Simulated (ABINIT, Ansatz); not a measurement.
# Lattice dynamics of TbAl (Pm-3m) in two programs

Aim: the phonon dispersion of TbAl (Pm-3m), checked by a second program.

Method: DFT PBEsol, scalar-relativistic, plane waves, PseudoDojo norm-conserving, 4f in core pseudopotentials (the lanthanide files made for PBE), in ABINIT 10.8.3.

## Step 1: Starting point

The structure is cubic, space group Pm-3m (No. 221). The conventional cell has a = 3.568 Å, b = 3.568 Å, c = 3.568 Å, α = 90.00°, β = 90.00°, γ = 90.00°. Tb has 8 Al at 3.09 Å nearest. Nearest to Al lie 8 Tb at 3.09 Å. Farther neighbours are not listed.

## Step 2: Relaxation

The harmonic expansion needs vanishing forces, and a free crystal bears no stress, so cell and atoms are brought to rest. Stress is more sensitive to the basis than forces are: the last 3 Ha under the cutoff are smoothed with ecutsm, and the cutoff is raised above that of the later runs.

The starting cell comes from a relaxation made beforehand in Ansatz (PBEsol, NC, 4f in core).

The input, relax.abi:

```
# relaxation
ionmov 2
optcell 2
dilatmx 1.08
ntime 40
tolmxf 1.0d-05
tolvrs 1.0d-14
prtwf 0
prtden 0
chksymtnons 0

# basis, mesh and filling
ecut 27.0
ecutsm 3.0
ixc -116133
ngkpt 10 10 10
nshiftk 1
shiftk 0.0 0.0 0.0
istwfk *1
occopt 6
tsmear 0.01
nband 13
nstep 100
diemac 1000000.0
prtebands 0
prtgsr 0
useylm 1

# cell and atoms
acell 3*1.0 Angstrom
rprim 
    3.567535245 0.0 0.0
    0.0 3.567535245 0.0
    0.0 0.0 3.567535245
ntypat 2
znucl 65 13
natom 2
typat 1 2
xred 
    0.5 0.5 0.5
    0.0 0.0 0.0
pp_dirpath "./pseudo"
pseudos "Tb.upf, Al.upf"
```

Launch:

```sh
$ OMP_NUM_THREADS=1 mpirun -n 4 abinit relax.abi > relax.log
```

Numbers of over 12 decimals in the logs are rounded to 6 here.

relax.abo, the main output file:

```text
[banners, grids, parts of the stress and lines that vanish by symmetry left out]
- input  file    -> relax.abi
- output file    -> relax.abo
- root for input  files -> relaxi
[...]
Symmetries : space group Pm -3 m (#221); Bravais cP (primitive cubic)
[...]
mpw =        2624          nfft =       46656          nkpt =          56
[...]
== DATASET  1 ==================================================================
[...]
cutoff_energies: {ecut:  27.0, pawecutdg:  -1.0, }
[...]
ETOT  1  -44.875226811048    -4.488E+01 4.340E-02 6.951E+00
 ETOT  2  -44.898952964783    -2.373E-02 1.153E-01 2.331E-01
 ETOT  3  -44.898986600696    -3.364E-05 2.569E-03 6.493E-03
 ETOT  4  -44.898987486296    -8.856E-07 2.833E-03 2.867E-05
 ETOT  5  -44.898987490345    -4.049E-09 6.921E-04 1.096E-07
[...]
At SCF step    9       vres2   =  2.94E-16 < tolvrs=  1.00E-14 =>converged.
[...]
sigma(1 1)=  1.07907860E-06  sigma(3 2)=  0.00000000E+00
  sigma(2 2)=  1.07907860E-06  sigma(3 1)=  0.00000000E+00
  sigma(3 3)=  1.07907860E-06  sigma(2 1)=  0.00000000E+00
[...]
convergence: {deltae:  8.313E-13, res2:  2.939E-16, residm:  1.549E-03, diffor: null, }
etotal    :  -4.48989875E+01
[...]
ETOT  1  -44.898987460037    -4.490E+01 8.391E-04 3.977E-04
[...]
At SCF step    7       vres2   =  5.97E-17 < tolvrs=  1.00E-14 =>converged.
[...]
sigma(1 1)=  8.55961239E-07  sigma(3 2)=  0.00000000E+00
  sigma(2 2)=  8.55961239E-07  sigma(3 1)=  0.00000000E+00
  sigma(3 3)=  8.55961239E-07  sigma(2 1)=  0.00000000E+00
[...]
convergence: {deltae:  5.969E-13, res2:  5.969E-17, residm:  1.040E-05, diffor: null, }
etotal    :  -4.48989875E+01
[...]
ETOT  1  -44.898986698035    -4.490E+01 4.493E-05 5.848E-03
[...]
ETOT  6  -44.898987568177    -6.395E-14 5.291E-05 2.905E-13
 ETOT  7  -44.898987568177    -8.527E-14 1.224E-05 9.594E-16
 At SCF step    7       vres2   =  9.59E-16 < tolvrs=  1.00E-14 =>converged.
[...]
sigma(1 1)= -4.39479056E-10  sigma(3 2)=  0.00000000E+00
  sigma(2 2)= -4.39479063E-10  sigma(3 1)=  0.00000000E+00
  sigma(3 3)= -4.39479063E-10  sigma(2 1)=  0.00000000E+00
[...]
convergence: {deltae: -8.527E-14, res2:  9.594E-16, residm:  1.224E-05, diffor: null, }
etotal    :  -4.48989876E+01
[...]
At Broyd/MD step   3, gradients are converged :
[...]
sigma(1 1)= -4.39479056E-10  sigma(3 2)=  0.00000000E+00
  sigma(2 2)= -4.39479063E-10  sigma(3 1)=  0.00000000E+00
  sigma(3 3)= -4.39479063E-10  sigma(2 1)=  0.00000000E+00
[...]
- sigma(1 1)= -1.29299202E-05  sigma(3 2)=  0.00000000E+00
- sigma(2 2)= -1.29299204E-05  sigma(3 1)=  0.00000000E+00
- sigma(3 3)= -1.29299204E-05  sigma(2 1)=  0.00000000E+00
[...]
fcart     -0.0000000000E+00 -0.0000000000E+00 -0.0000000000E+00
           strten     -4.3947905645E-10 -4.3947906252E-10 -4.3947906252E-10
================================================================================

[key lines of the parts left out:]
pressure_GPa:   1.2930E-05
Total energy (etotal) [Ha]= -4.48989875681773E+01
```

The job ended after 27 s (4 MPI ranks of Arm Neoverse V2, shared host; 1.8 min of CPU time).

Little changed from the start: no atom moved by 0.005 Å and no cell edge by 0.1 %.

This step gave:

* volume per atom: 22.69 Å³
* pressure: 1.29e-5 GPa
* gap on the k-mesh: 0 eV

## Step 3: Self-consistent run for the response

The response is built on these wavefunctions, so the potential is converged far more tightly than an energy would need. Occupations are smeared.

The input, gs.abi:

```
# ground state
tolvrs 1.0d-16
prtden 1
prtwf 1

# basis, mesh and filling
ecut 21.0
ixc -116133
ngkpt 10 10 10
nshiftk 1
shiftk 0.0 0.0 0.0
istwfk *1
occopt 6
tsmear 0.01
nband 13
nstep 100
diemac 1000000.0
prtebands 0
prtgsr 0
useylm 1

# cell and atoms
acell 3*1.0 Angstrom
rprim 
    3.566976905 0.0 0.0
    0.0 3.566976905 0.0
    0.0 0.0 3.566976905
ntypat 2
znucl 65 13
natom 2
typat 1 2
xred 
    0.5 0.5 0.5
    0.0 0.0 0.0
pp_dirpath "./pseudo"
pseudos "Tb.upf, Al.upf"
```

Launch:

```sh
$ OMP_NUM_THREADS=1 mpirun -n 4 abinit gs.abi > gs.log
```

gs.abo, the main output file:

```text
[banners, grids, parts of the stress and lines that vanish by symmetry left out]
- input  file    -> gs.abi
- output file    -> gs.abo
- root for input  files -> gsi
[...]
Symmetries : space group Pm -3 m (#221); Bravais cP (primitive cubic)
[...]
mpw =        1427          nfft =       27000          nkpt =          56
[...]
== DATASET  1 ==================================================================
[...]
cutoff_energies: {ecut:  21.0, pawecutdg:  -1.0, }
[...]
ETOT  1  -44.877199280564    -4.488E+01 4.788E-02 4.524E+00
 ETOT  2  -44.898503946047    -2.130E-02 2.561E-02 2.231E-01
 ETOT  3  -44.898564489697    -6.054E-05 7.979E-03 3.095E-03
 ETOT  4  -44.898565195047    -7.053E-07 1.854E-03 5.583E-05
 ETOT  5  -44.898565209520    -1.447E-08 1.454E-03 2.077E-07
[...]
ETOT  9  -44.898565209590     1.236E-12 6.945E-04 3.406E-16
 ETOT 10  -44.898565209591    -7.532E-13 2.778E-04 1.399E-18
 At SCF step   10       vres2   =  1.40E-18 < tolvrs=  1.00E-16 =>converged.
[...]
sigma(1 1)=  1.52065729E-05  sigma(3 2)=  0.00000000E+00
  sigma(2 2)=  1.52065729E-05  sigma(3 1)=  0.00000000E+00
  sigma(3 3)=  1.52065729E-05  sigma(2 1)=  0.00000000E+00
[...]
convergence: {deltae: -7.532E-13, res2:  1.399E-18, residm:  2.778E-04, diffor: null, }
etotal    :  -4.48985652E+01
[...]
sigma(1 1)=  1.52065729E-05  sigma(3 2)=  0.00000000E+00
  sigma(2 2)=  1.52065729E-05  sigma(3 1)=  0.00000000E+00
  sigma(3 3)=  1.52065729E-05  sigma(2 1)=  0.00000000E+00
[...]
- sigma(1 1)=  4.47392820E-01  sigma(3 2)=  0.00000000E+00
- sigma(2 2)=  4.47392820E-01  sigma(3 1)=  0.00000000E+00
- sigma(3 3)=  4.47392820E-01  sigma(2 1)=  0.00000000E+00
[...]
fcart     -0.0000000000E+00 -0.0000000000E+00 -0.0000000000E+00
           strten      1.5206572866E-05  1.5206572866E-05  1.5206572866E-05
================================================================================

[key lines of the parts left out:]
pressure_GPa:  -4.4739E-01
```

Elapsed: 8.7 s, on 4 MPI ranks; 34 s of CPU time.

Read from the output:

* pressure: -0.4474 GPa

The cell stands at -0.45 GPa: the relaxation ran with a smoothed and higher cutoff, and the difference is a stress of the finite basis.

## Step 4: Zone-centre response

At q = 0 one unit cell holds all displacements. The response is solved for single atoms along the cell's directions, and symmetry skips those that follow from others. The crystal is treated as a metal, which screens a static field, so no field response is asked.

The input, dfpt_gamma.abi:

```

# common to the responses
getwfk_filepath "gso_WFK"
kptopt 2
nqpt 1
qpt 0.0 0.0 0.0
asr 0
chneut 0

# displacements
rfphon 1
rfatpol 1 2
rfdir 1 1 1
tolvrs 1.0d-10
prtwf 0

# basis, mesh and filling
ecut 21.0
ixc -116133
ngkpt 10 10 10
nshiftk 1
shiftk 0.0 0.0 0.0
istwfk *1
occopt 6
tsmear 0.01
nband 13
nstep 100
diemac 1000000.0
prtebands 0
prtgsr 0
useylm 1

# cell and atoms
acell 3*1.0 Angstrom
rprim 
    3.566976905 0.0 0.0
    0.0 3.566976905 0.0
    0.0 0.0 3.566976905
ntypat 2
znucl 65 13
natom 2
typat 1 2
xred 
    0.5 0.5 0.5
    0.0 0.0 0.0
pp_dirpath "./pseudo"
pseudos "Tb.upf, Al.upf"
```

Launch:

```sh
$ OMP_NUM_THREADS=1 mpirun -n 4 abinit dfpt_gamma.abi > dfpt_gamma.log
```

dfpt_gamma.abo, the main output file:

```text
[banners, grids, parts of the stress and lines that vanish by symmetry left out]
- input  file    -> dfpt_gamma.abi
- output file    -> dfpt_gamma.abo
- root for input  files -> dfpt_gammai
- root for output files -> dfpt_gammao

 Symmetries : space group Pm -3 m (#221); Bravais cP (primitive cubic)
================================================================================
 Values of the parameters that define the memory need of the present run (RF).
     intxc =       0      iscf =       7    lmnmax =      25     lnmax =       7
     mgfft =      30  mpssoang =       4    mqgrid =    3001     natom =       2
  nloc_mem =       1    nspden =       1   nspinor =       1    nsppol =       1
      nsym =      48    n1xccc =    2501    ntypat =       2    occopt =       6
   xclevel =       2
-    mband =          13        mffmem =           1         mkmem =         126
-   mkqmem =         126        mk1mem =         126           mpw =        1427
      nfft =       27000          nkpt =         504
- my_mband =          13
================================================================================
================================================================================

--------------------------------------------------------------------------------
------------- Echo of variables that govern the present computation ------------
--------------------------------------------------------------------------------
-
- outvars: echo of selected default values
-   iomode0 =  0 , fftalg0 =312 , wfoptalg0 =  0
-
- outvars: echo of global parameters not present in the input file
-  max_nthreads =    1
-
 -outvars: echo values of preprocessed input variables
 [... echo left out ...]
================================================================================

 chkinp: Checking input parameters for consistency.

[...]
== DATASET  1 ==================================================================
-   mpi_nproc: 4, omp_nthreads: 1 (-1 if OMP is not activated)

--- !DatasetInfo
iteration_state: {dtset: 1, }
dimensions: {natom: 2, nkpt: 504, mband: 13, nsppol: 1, nspinor: 1, nspden: 1, mpw: 1427, }
cutoff_energies: {ecut:  21.0, pawecutdg:  -1.0, }
electrons: {nelect:   1.40000000E+01, charge:   0.00000000E+00, occopt:   6.00000000E+00, tsmear:   1.00000000E-02, }
meta: {optdriver: 1, rfphon: 1, }
...

 mkfilename: getwfk from: gso_WFK

 Real(R)+Recip(G) space primitive vectors, cartesian coordinates (Bohr,Bohr^-1):
 R(1)=  6.7406094  0.0000000  0.0000000  G(1)=  0.1483545  0.0000000  0.0000000
 R(2)=  0.0000000  6.7406094  0.0000000  G(2)=  0.0000000  0.1483545  0.0000000
 R(3)=  0.0000000  0.0000000  6.7406094  G(3)=  0.0000000  0.0000000  0.1483545
 Unit cell volume ucvol=  3.0626509E+02 bohr^3
 Angles (23,13,12)=  9.00000000E+01  9.00000000E+01  9.00000000E+01 degrees
 setup1 : take into account q-point for computing boxcut.

 getcut: wavevector=  0.0000  0.0000  0.0000  ngfft=  30  30  30
         ecut(hartree)=     21.000   => boxcut(ratio)=   2.15748

--- Pseudopotential description ------------------------------------------------
- pspini: atom type   1  psp file is ./pseudo/Tb.upf

- pspini: atom type   2  psp file is ./pseudo/Al.upf

   4.13102970E+02                                ecore*ucvol(ha*bohr**3)
--------------------------------------------------------------------------------

 ==>  initialize data related to q vector <==

 The list of irreducible perturbations for this q vector is:
    1)    idir= 1    ipert=   1
    2)    idir= 1    ipert=   2

[...]
The perturbation idir=   2  ipert=   1 is
 symmetric of a previously calculated perturbation.
 So, its SCF calculation is not needed.

 The perturbation idir=   3  ipert=   1 is
 symmetric of a previously calculated perturbation.
 So, its SCF calculation is not needed.

 The perturbation idir=   2  ipert=   2 is
 symmetric of a previously calculated perturbation.
 So, its SCF calculation is not needed.

 The perturbation idir=   3  ipert=   2 is
 symmetric of a previously calculated perturbation.
 So, its SCF calculation is not needed.

--------------------------------------------------------------------------------
 Perturbation wavevector (in red.coord.)   0.000000  0.000000  0.000000
 Perturbation : displacement of atom   1   along direction   1
 Found     8 symmetries that leave the perturbation invariant.

[...]
dfpt_looppert : total number of electrons, from k and k+q
  fully or partially occupied states are    1.400000E+01 and    1.400000E+01.
 Initialisation of the first-order wave-functions :
  ireadwf=   0

--- !BeginCycle
iteration_state: {dtset: 1, }
solver: {iscf: 7, nstep: 100, nline: 4, wfoptalg: 0, }
tolerances: {tolvrs: 1.00E-10, }
...

     iter   2DEtotal(Ha)        deltaE(Ha) residm    vres2
-ETOT  1   2.583305     -9.720E+02 3.779E+00 5.475E+02
 ETOT  2   2.003617     -5.797E-01 2.444E-02 1.002E+00
 ETOT  3   2.003205     -4.128E-04 3.412E-03 1.823E-02
 ETOT  4   2.003193     -1.209E-05 1.052E-03 1.689E-03
 ETOT  5   2.003191     -1.242E-06 2.916E-04 1.704E-05
[...]
At SCF step    8       vres2   =  2.09E-12 < tolvrs=  1.00E-10 =>converged.
[...]
Mean square residual over all n,k,spin=   56.647E-10; max=  63.048E-07

 Thirteen components of 2nd-order total energy (hartree) are
 1,2,3: 0th-order hamiltonian combined with 1st-order wavefunctions
     kin0=   5.89283057E+02 eigvalue=   9.60948403E+01  local=  -3.23635762E+02
 4,5,6: 1st-order hamiltonian combined with 1st and 0th-order wfs
 loc psp =  -1.33356676E+03  Hartree=   3.30447081E+02     xc=  -7.86066670E+01
 note that "loc psp" includes a xc core correction that could be resolved
 7,8,9: eventually, occupation + non-local contributions
    edocc=   1.68191746E+02     enl0=   1.90795151E+02   enl1=  -6.11572133E+02
 1-9 gives the relaxation energy (to be shifted if some occ is /=2.0)
   erelax=  -9.72569446E+02
 10,11,12 Non-relaxation  contributions : frozen-wavefunctions and Ewald
 fr.local=   6.33168801E+02 fr.nonlo=   3.06474414E+02  Ewald=   2.05070592E+01
 13,14 Frozen wf xc core corrections (1) and (2)
 frxc 1  =  -1.36485069E+02  frxc 2 =   1.50907432E+02
 Resulting in :
 2DEtotal=    0.2003191304E+01 Ha. Also 2DEtotal=    0.545096122890E+02 eV
    (2DErelax=   -9.7256944593E+02 Ha. 2DEnonrelax=    9.7457263724E+02 Ha)
    (  non-var. 2DEtotal :    2.0031917620E+00 Ha)

[...]
Perturbation wavevector (in red.coord.)   0.000000  0.000000  0.000000
 Perturbation : displacement of atom   2   along direction   1
 Found     8 symmetries that leave the perturbation invariant.

--------------------------------------------------------------------------------

--------------------------------------------------------------------------------

 dfpt_looppert : total number of electrons, from k and k+q
  fully or partially occupied states are    1.400000E+01 and    1.400000E+01.
 Initialisation of the first-order wave-functions :
  ireadwf=   0

--- !BeginCycle
iteration_state: {dtset: 1, }
solver: {iscf: 7, nstep: 100, nline: 4, wfoptalg: 0, }
tolerances: {tolvrs: 1.00E-10, }
...

     iter   2DEtotal(Ha)        deltaE(Ha) residm    vres2
-ETOT  1   2.313930     -2.554E+01 5.406E-01 5.657E+02
[...]
ETOT  7   2.004863     -1.416E-11 8.266E-07 1.677E-10
 ETOT  8   2.004863     -1.528E-13 7.563E-08 8.635E-13

 At SCF step    8       vres2   =  8.64E-13 < tolvrs=  1.00E-10 =>converged.
[...]
Mean square residual over all n,k,spin=   15.965E-11; max=  75.632E-09

 Thirteen components of 2nd-order total energy (hartree) are
 1,2,3: 0th-order hamiltonian combined with 1st-order wavefunctions
     kin0=   2.08301353E+01 eigvalue=  -1.67260430E+00  local=  -1.40318947E+01
 4,5,6: 1st-order hamiltonian combined with 1st and 0th-order wfs
 loc psp =  -1.84965209E+00  Hartree=   5.04343058E+00     xc=  -2.13883333E+00
 note that "loc psp" includes a xc core correction that could be resolved
 7,8,9: eventually, occupation + non-local contributions
    edocc=   2.24311967E+00     enl0=   1.55768150E+01   enl1=  -4.98506844E+01
 1-9 gives the relaxation energy (to be shifted if some occ is /=2.0)
   erelax=  -2.58501682E+01
 10,11,12 Non-relaxation  contributions : frozen-wavefunctions and Ewald
 fr.local=  -2.24242007E+01 fr.nonlo=   3.05909662E+01  Ewald=   2.05070592E+01
 13,14 Frozen wf xc core corrections (1) and (2)
 frxc 1  =  -3.74317621E+00  frxc 2 =   2.92438269E+00
 Resulting in :
 2DEtotal=    0.2004862946E+01 Ha. Also 2DEtotal=    0.545550999998E+02 eV
    (2DErelax=   -2.5850168239E+01 Ha. 2DEnonrelax=    2.7855031185E+01 Ha)
    (  non-var. 2DEtotal :    2.0048629621E+00 Ha)

[...]
---- first-order wavefunction calculations are completed ----

 ==> Compute Derivative Database <==

 [... matrices left out ...]
  Phonon wavevector (reduced coordinates) :  0.00000  0.00000  0.00000
 Phonon energies in Hartree :
  -9.905820E-06 -9.905820E-06 -9.905819E-06  1.024413E-03  1.024413E-03
   1.024413E-03
 Phonon frequencies in cm-1    :
- -2.174076E+00 -2.174076E+00 -2.174076E+00  2.248326E+02  2.248326E+02
-  2.248326E+02

== END DATASET(S) ==============================================================
================================================================================

 -outvars: echo values of variables after computation
            acell      1.8897261259E+00  1.8897261259E+00  1.8897261259E+00 Bohr
           etotal      2.0048629462E+00
            fcart      0.0000000000E+00  0.0000000000E+00  0.0000000000E+00
           strten      0.0000000000E+00  0.0000000000E+00  0.0000000000E+00
================================================================================
```

It took 27 s on 4 MPI ranks.

This step gave:

```yaml
largest_acoustic_frequency_at_the_zone_centre_before_the_sum_rule: -2.17 cm⁻¹
highest_optical_zone_centre_mode_no_lo_to_term: 224.8 cm⁻¹
lowest_optical_zone_centre_mode: 224.8 cm⁻¹
```

The acoustic modes at Γ come out as far as 2.2 cm⁻¹ from zero, where they should vanish, a small numerical error.

[end of part 1 of 3]

[Host names and launcher messages were left out of these logs when they were recorded.]

[Logs are printed without paths, hosts, clocks, repeated set-up lines and the standing remarks that a program may print on its own settings, such as how far it seeks lower states.]

[Hosts, paths, dates, database ids (printed as entryN), source tags and the programs' standing remarks are cut or masked in the printed files.]
